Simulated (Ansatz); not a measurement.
Planning a run of Ansatz 0.2.0 on ReS2 (P-1). The input:

```yaml
crystal:
  lattice:
    - [6.2989537799, -0.00646894, -0.0061714448]
    - [3.087508251, 5.6095758075, 0.0084334608]
    - [0.112720449, 3.3474939886, 12.0062539056]
  atoms:
    - { symbol: Re, position: [0.1875100997, 0.0651749851, 0.2459762644] }
    - { symbol: Re, position: [0.3124637612, 0.434739391, 0.2540115758] }
    - { symbol: Re, position: [0.761731171, 0.0364124181, 0.2487564653] }
    - { symbol: Re, position: [0.6875362388, 0.565260609, 0.7459884242] }
    - { symbol: Re, position: [0.8124899003, 0.9348250149, 0.7540237356] }
    - { symbol: Re, position: [0.2617566349, 0.5364951982, 0.7487693656] }
    - { symbol: Re, position: [0.7382433651, 0.4635048018, 0.2512306344] }
    - { symbol: Re, position: [0.238268829, 0.9635875819, 0.7512435347] }
    - { symbol: S, position: [0.9062849715, 0.7128833878, 0.1521538372] }
    - { symbol: S, position: [0.6014588571, 0.7791565756, 0.8796751717] }
    - { symbol: S, position: [0.3640402707, 0.7527491867, 0.1385837188] }
    - { symbol: S, position: [0.1446811686, 0.7217048739, 0.8943923913] }
    - { symbol: S, position: [0.3553470861, 0.7783724024, 0.6056207948] }
    - { symbol: S, position: [0.135933882, 0.7471647778, 0.3614074152] }
    - { symbol: S, position: [0.6359597293, 0.2472508133, 0.8614162812] }
    - { symbol: S, position: [0.864066118, 0.2528352222, 0.6385925848] }
    - { symbol: S, position: [0.101423838, 0.2790806017, 0.3796591661] }
    - { symbol: S, position: [0.5936918728, 0.787028944, 0.3478334048] }
    - { symbol: S, position: [0.0937150285, 0.2871166122, 0.8478461628] }
    - { symbol: S, position: [0.4063081272, 0.212971056, 0.6521665952] }
    - { symbol: S, position: [0.8553188314, 0.2782951261, 0.1056076087] }
    - { symbol: S, position: [0.6446529139, 0.2216275976, 0.3943792052] }
    - { symbol: S, position: [0.3985411429, 0.2208434244, 0.1203248283] }
    - { symbol: S, position: [0.898576162, 0.7209193983, 0.6203408339] }
kpoints:
  mp_grid: { grid: [6, 6, 2] }
hamiltonian:
  xc: lda
scf:
  occupations: { method: fermi_dirac, width: 0.02 }
relax:
  f_tol: 0.003
  max_steps: 90
  cell: { p_target: -0.02, stress_tol: 0.01 }
basis:
  ecutwfc: 550.0
output:
  write_density: true
  write_potential: true
  elf: true
  volumetric_format: npy
```

```sh
ansatz run input.yaml --threads 3 --pin off --max-ram 92160MiB --backend cuda --events-out ev --progress --plain --runs-dir out --devices 1 --max-vram 13GiB
```

**Question.** Estimate wall time and host memory on 1 × NVIDIA H100 80GB HBM3 (shared by 6 runs) with 3 threads of AMD EPYC 7R13 (Zen 3), shared host.

It took 42 s; on shared hardware allow 21 s to 84 s. Peak host memory was 1.2 GiB. The sizes that set the cost: 12397 plane waves a state, 40 irreducible k points and 32 SCF cycles.

[Paths, hosts, dates, memory and timing lines, banners, echoed tables and standing remarks are left out of the program output.]

[Logs are printed without paths, hosts, clocks, repeated set-up lines and the standing remarks that a program may print on its own settings, such as how far it seeks lower states.]

[Runs of the session that timed out or met a known fault of the program may be left out.]

[Cells called generated may have been cut or substituted from an entry of the Crystallography Open Database or the Materials Project.]

[Hosts, paths, dates, database ids (printed as entryN), source tags and the programs' standing remarks are cut or masked in the printed files.]
